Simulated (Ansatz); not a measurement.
# KBr (Fm-3m): from the cell to its phonons, part 2 of 3

The cell of KBr (Fm-3m) is at rest. What are its phonons? After the zone centre comes a 4×4×4 q mesh on a 8×8×8 k mesh.

Ansatz 0.2.0; DFT PBE, scalar-relativistic, plane waves, PAW; PAW set soft_1.

So far. Step 2 (Modes at Γ): Before it was imposed, the acoustic sum rule was missed by 2.3e-4 eV/Å² and the charge sum rule by 1.8e-6 e. Small misses are needed for a sound result but don't prove that mesh and cutoff are converged. The lowest optical mode is real, 100 cm⁻¹.

**3. Phonons on a q mesh**

Stability and thermal properties need the whole zone. Linear response on a 4×4×4 q mesh gives force constants as far as a supercell of that size would, and the tensors from the zone-centre run are typed in so that the long-range dipole term is interpolated apart.

File input.yaml:

```yaml
crystal:
  lattice:
    - [0.0, 3.3528531246, 3.3528531246]
    - [3.3528531246, 0.0, 3.3528531246]
    - [3.3528531246, 3.3528531246, 0.0]
  atoms:
    - { symbol: K, position: [0.0, 0.0, 0.0] }
    - { symbol: Br, position: [0.5, 0.5, 0.5] }
kpoints:
  mp_grid: { grid: [8, 8, 8] }
hamiltonian:
  xc: pbe
  pseudopotentials: { kind: paw, azcp: { folder: soft_1 } }
scf:
  occupations: { method: fixed }
output:
  eigenvalues: true
phonons:
  method: dfpt
  qmesh: [4, 4, 4]
  temperatures: { t_max: 1000, t_step: 50 }
  qpath:
    path:
      - [[0.0, 0.0, 0.0], [0.5, 0.0, 0.5], [0.625, 0.25, 0.625]]
      - [[0.375, 0.375, 0.75], [0.0, 0.0, 0.0], [0.5, 0.5, 0.5], [0.5, 0.25, 0.75], [0.5, 0.0, 0.5]]
    npoints: 10
  non_analytic_term:
    high_frequency_dielectric_tensor: [[2.4978, 0.0, 0.0], [0.0, 2.4978, 0.0], [0.0, 0.0, 2.4978]]
    born_effective_charges:
      - { species: K, tensor: [[1.1355, 0.0, 0.0], [0.0, 1.1355, 0.0], [0.0, 0.0, 1.1355]] }
      - { species: Br, tensor: [[-1.1355, 0.0, 0.0], [0.0, -1.1355, 0.0], [0.0, 0.0, -1.1355]] }
    source: "zone-centre run at this cell"
```

Run with:

```bash
ansatz run input.yaml --threads 4 --pin off --max-ram 10240MiB --backend cpu --events-out ev --progress --plain --runs-dir out
```

Numbers of over 12 decimals in the logs are rounded to 6 here.

The log of the run:

```text
[...]
Crystal: 2 atoms, lattice volume = 75.383 Å³
Basis set: ecut = 420 eV, 1459 PW (Γ), exchange–correlation on 64×64×64 points (8 copies of the dense FFT grid, shifted against one another)
Bands: 12, of which v1, the nominal top of the filled ones, is band 8 counted from 1 (7 counted from 0)
Symmetry: 48 space group operations
k-points: 29 of 512
[...]
SCF iter   1: F=—  HF=-4325.184819 eV  |F-HF|=—  |Δ(HF+E_count)|=         —  Δρ=3.49e-2  dr2=1.52e0  ethr=3.10e-3  ⟨swp⟩=4.4  Hψ=1902  notcnv=0  defer=42
[...]
SCF iter   9: F=-4324.518590 eV  HF=-4324.518590 eV  |F-HF|=9.09e-13  |Δ(HF+E_count)|=  4.91e-11  Δρ=2.77e-8  dr2=6.27e-13  ethr=1.00e-12  ⟨swp⟩=8.9  Hψ=2251  notcnv=0
SCF 1 converged in 9 iterations: F = -4324.518590 eV  dr2 = 6.27e-13
[...]
NSCF: frozen V_eff on 29 k-points
[...]
DFPT response loops at q = (0, 0, 0) (fractional): preconditioner auto → none (the input reference at scf.mixing.eps_inf says where Resta's filter doesn't serve); β = 0.50; Broyden in place of MSR1
[...]
SCF converged after 9 iterations
Free energy (F): -4324.518590 eV
[...]
Internal energy: -4324.518590 eV  (E = F + TS)
E sigma→0 (E₀):  -4324.518590 eV
Fermi energy:    0.763691 eV
[...]
--- Band table (eV; the first three rows and the last of 29) ---
  k-point 0: bands = [... 4 lower, -10.5903, 0.7637, 0.7637, 0.7637, 5.0745, 8.3534, 8.3534, 8.3534]
  k-point 1: bands = [... 4 lower, -10.5524, 0.5588, 0.7174, 0.7174, 5.4474, 8.2475, 8.5291, 8.5291]
  k-point 2: bands = [... 4 lower, -10.4685, 0.1459, 0.6100, 0.6100, 6.2858, 8.1983, 9.0190, 9.0190]
  k-point 28: bands = [... 4 lower, -10.5019, 0.2155, 0.2155, 0.2744, 8.0933, 8.0933, 8.8369, 9.5593]
--- Phonons (Γ-DFPT): 2 representative perturbations + reference (Σ response iterations 6) ---
  ASR residual: 3.539e-5 → 0.000e0 eV/Å²; symmetrization residual: 2.832e-6 eV/Å²
  ASR residual per site (eV/Å²): 7.06e-6 3.54e-5
  Γ frequencies (cm⁻¹): 0.00 0.00 0.00 100.25 100.25 100.25
--- Phonons (arbitrary-q DFPT): 8 irreducible q on the 4×4×4 mesh ---
  q = [0.0000, 0.0000, 0.0000] (star 1, of the zone-centre solve; hermiticity 5.84e-6, symmetrization 1.97e-13): -0.00 -0.00 0.00 100.25 100.25 100.25
  q = [0.0000, 0.0000, 0.2500] (star 8, 2 solved perturbations on 288 of 512 k-point pairs; hermiticity 1.41e-6, symmetrization 3.52e-7): 40.08 40.08 57.02 95.50 95.50 145.15
[...]
q = [0.0000, 0.2500, 0.2500] (star 6, 4 solved perturbations in 528 linear systems a pass and spin channel, the states on 164 of 512 k-point pairs; hermiticity 1.23e-6, symmetrization 5.39e-7): 30.62 30.62 72.21 102.19 102.19 123.96
[...]
sum rule: each row above includes the acoustic sum rule's correction from the zone centre's row sums; it moved no ω² by more than (0.35 cm⁻¹)²
  mesh force constants: q→R imaginary residual 4.29e-18; ASR residual 3.539e-5 → 0.000e0 eV/Å²; symmetrization residual 1.110e-15 eV/Å²
  interpolated dispersion: 63 rows × 6 modes
  density of states and harmonic sums: on the 16×16×16 q-mesh, interpolated from the force constants of a 4×4×4 supercell (with the dipole–dipole term of supplied tensors)
  largest difference from the sums on the solved wave vectors: F 1.47e-2 eV, S 1.87e-5 and C_V 3.97e-6 eV/K
  zero-point energy: 0.030643 eV/cell   skipped modes (ω ≤ 0): 3   left out of the sums: 1.22e-4 of the cell's modes: C_V's classical limit lies that fraction below 3 k_B per atom; for a crystal, a wire or a layer, F and S can be off by more, and a phonons.interpolated_qmesh denser along its periods is the remedy for the sampling
```

It took 87 s on 4 threads of Arm Neoverse V1, shared host; peak memory 1.2 GiB.

This step gave:

| Item | Value |
| --- | --- |
| sum-rule residual before enforcement | 3.54e-5 eV/Å² |
| lowest frequency on the path | 0 cm⁻¹ |
| highest frequency on the path or at a solved wavevector | 151.3 cm⁻¹ |
| mean frequency | 82.4 cm⁻¹ |
| Debye temperature (second moment) | 162 K |
| logarithmic mean frequency | 76.9 cm⁻¹ |
| lowest mode on the q mesh (acoustic modes at Γ apart) | 30.62 cm⁻¹ |
| zero-point energy per atom | 15.32 meV |
| heat capacity at 300 K | 24.58 J/(mol atoms K) |
| vibrational entropy at 300 K | 49.99 J/(mol atoms K) |

Frequencies (cm⁻¹) solved at each irreducible wavevector; negative means imaginary. Frequencies by wavevector, by row:

```
q in reciprocal lattice units  star  mode 1  mode 2  mode 3  mode 4  mode 5  mode 6
                        0 0 0     1       0       0       0   100.2   100.2   100.2
                     0 0 0.25     8    40.1    40.1      57    95.5    95.5   145.2
                     0 0 -0.5     4    62.8    62.8    86.3    86.3    87.8   134.7
                  0 0.25 0.25     6    30.6    30.6    72.2   102.2   102.2     124
                  0 0.25 -0.5    24    50.7    63.6      73      97   100.6   118.6
                 0 0.25 -0.25    12    48.9    62.5    79.2    86.2   104.8   124.2
                  0 -0.5 -0.5     3      42      42    72.2     104     104   110.9
              0.25 -0.5 -0.25     6    60.4    60.4    70.6    98.6   107.4   107.4
```

Interpolated from a 4×4×4 q mesh, with the LO-TO term (at Γ the limit along the path; where Γ stands inside the path, tables give the limit on arrival). Phonon branches along the path, in cm⁻¹:

```
    point  branch 1  branch 2  branch 3  branch 4  branch 5  branch 6
        Γ         0         0         0       100       100       151
  halfway        31        31        72       102       102       124
        X        42        42        72       104       104       111
  halfway        45        51        71       102       106       110
        U        52        66        68        98       109       109
jump to K        52        66        68        98       109       109
  halfway        37        53        67        89       104       136
        Γ         0         0         0       100       100       151
  halfway        40        40        57        96        96       145
        L        63        63        86        86        88       135
  halfway        60        63        78        92       100       121
        W        60        60        71        99       107       107
  halfway        48        56        69       102       105       110
        X        42        42        72       104       104       111
```

The phonon branches as a text plot (rows in cm⁻¹):

```
    148 |***                      ***********
    142 |   *                    *           **
    136 |    **                 *              ****
    129 |                      *                   **
    123 |      *             **                      **
    117 |       *           *                          *
    110 |        ***********                            *********
    104 |  **************   *********                  *** ******
     98 |**             ***       ***********        ** *****
     91 |                  **   **           ***  ******
     85 |                    ***                ****
     79 |       ****       ****                *    ****
     72 |      *    *****      *              *         ****  ***
     66 |                **  ** *            *              **
     60 |    **         *  **  * *          *  ************* *
     54 |              * **  ** *             *             ***
     47 |   *          **      *  **       * *                **
     41 |         *****          *          *                  **
     35 |  *    **              * **      **
     28 |    ***                 *  *
     22 |   *                     ***    **
     16 | **                        **   *
      9 | *                          *  *
      3 |*                            **
         Γ           X  U|K            Γ         L        W     X
```

Tetrahedra on a 16×16×16 mesh, mean over bins of 2 cm-1. Interpolated from a 4×4×4 q mesh. The phonon density of states by wavenumber; read off at these points:

wavenumber (cm⁻¹), phonon density of states (1/cm⁻¹/cell) and a bar:
```
      1.0      0.000 
      5.0      0.000 
      9.0      0.001 
     13.0      0.002 
     17.0      0.003 #
     21.0      0.006 #
     25.0      0.009 ##
     29.0      0.013 ###
     33.0      0.018 ####
     37.0      0.025 #####
     41.0      0.038 #######
     45.0      0.052 ##########
     49.0      0.057 ###########
     53.0      0.064 #############
     57.0      0.079 ################
     59.0      0.090 ##################
     61.0      0.070 ##############
     63.0      0.151 ##############################
     65.0      0.060 ############
     69.0      0.040 ########
     73.0      0.061 ############
     77.0      0.089 ##################
     79.0      0.058 ############
     83.0      0.011 ##
     87.0      0.030 ######
     91.0      0.075 ###############
     95.0      0.094 ###################
     99.0      0.117 #######################
    101.0      0.146 #############################
    103.0      0.146 #############################
    107.0      0.042 ########
    111.0      0.068 ##############
    115.0      0.034 #######
    119.0      0.029 ######
    123.0      0.026 #####
    127.0      0.025 #####
    131.0      0.025 #####
    135.0      0.021 ####
    139.0      0.015 ###
    143.0      0.011 ##
    147.0      0.007 #
    151.0      0.001
```

The partial phonon density of states has structure finer than the step of the table below, so its rows give means over 5 cm⁻¹, whole bins alone (the curve runs from -10 to 165 cm⁻¹). Peaks (cm⁻¹: height): Br 62.8: 0.0893, 76.0: 0.0637, 101.4: 0.0351; K 101.4: 0.0983.

Phonopy on the run's constants, 15x15x15 mesh, Gaussian sigma 2.0 cm-1. Interpolated from a 4×4×4 q mesh. Partial phonon density of states against wavenumber; means over each step; values in 1/cm⁻¹/cell:

```
wavenumber (cm⁻¹)       Br        K
               -5   1.4e-5   4.7e-6
                0   9.1e-5   4.5e-5
                5   1.0e-4   5.0e-5
               10   9.5e-4   4.6e-4
               15  0.00174   8.2e-4
               20  0.00385  0.00177
               25  0.00595  0.00264
               30   0.0102  0.00436
               35   0.0154  0.00634
               40   0.0259   0.0100
               45   0.0372   0.0133
               50   0.0442   0.0138
               55   0.0549   0.0137
               60   0.0766   0.0118
               65   0.0643  0.00748
               70   0.0405  0.00742
               75   0.0577   0.0107
               80   0.0393  0.00760
               85  0.00846   0.0165
               90   0.0114   0.0523
               95   0.0210   0.0724
              100   0.0315   0.0921
              105   0.0238   0.0716
              110  0.00682   0.0420
              115  0.00233   0.0322
              120  0.00170   0.0261
              125  0.00202   0.0233
              130  0.00254   0.0216
              135  0.00299   0.0177
              140  0.00301   0.0111
              145  0.00246  0.00669
              150  0.00109  0.00252
              155   7.2e-5   1.6e-4
              160        0   1.0e-7
```

Second derivatives of the energy by pair, one row for each kind of neighbour of each atom listed. Each entry sums the pair over the periodic images of the supercell that the q mesh stands for, and in a polar crystal it holds the long-range dipole part too. Force constants by pair, by row:

```
atom  neighbour  distance (Å)  third of the trace (eV/Å²)  along the pair's line (eV/Å²)
  K1     itself             0                       1.439                              –
  K1         Br         3.353                     -0.2169                        -0.4113
  K1          K         4.742                     -0.0042                        -0.1658
  K1         Br         5.807                    -8.00e-4                          0.066
  K1          K         6.706                      -0.027                        -0.0894
  K1         Br         7.497                      0.0071                         0.0439
 Br2     itself             0                       1.496                              –
 Br2          K         3.353                     -0.2169                        -0.4113
 Br2         Br         4.742                     -0.0144                        -0.1576
 Br2          K         5.807                    -8.00e-4                          0.066
 Br2         Br         6.706                      -0.014                          -0.07
 Br2          K         7.497                      0.0071                         0.0439
```

Harmonic thermodynamic functions per atom, from the density of states. Interpolated from a 4×4×4 q mesh. Thermodynamic functions, by row:

```
T (K)  F_vib (meV/atom)  S (J/mol-atom/K)  C_V (J/mol-atom/K)
    0             15.32                 0                   0
   50             13.44             10.53               15.91
  100              4.28             23.96                  22
  200            -29.76              40.1               24.15
  300            -76.78             49.99               24.58
  400            -132.4             57.09               24.74
  500            -194.6             62.62               24.81
  600            -261.9             67.15               24.85
  700            -333.5             70.98               24.87
  800            -408.9              74.3               24.89
  900            -487.4             77.23                24.9
 1000            -568.9             79.86               24.91
```

Harmonic mean-square displacement, third of the trace. Interpolated from a 4×4×4 q mesh. Mean square displacements, by row:

```
T (K)  K1 U_eq (Å²)  Br2 U_eq (Å²)
    0       0.00501        0.00353
  100       0.01134        0.01036
  300       0.03136        0.02976
  600        0.0622        0.05926
```

Symmetry leaves 8 wavevectors to solve. The lowest mode among them, the acoustic zeros apart, lies at q = (0, 0.25, 0.25) and is real, 30.6 cm⁻¹.

(Continued in part 3 of 3.)

[Logs are printed without paths, hosts, clocks, repeated set-up lines and the standing remarks that a program may print on its own settings, such as how far it seeks lower states.]

[Hosts, paths, dates, database ids (printed as entryN), source tags and the programs' standing remarks are cut or masked in the printed files.]
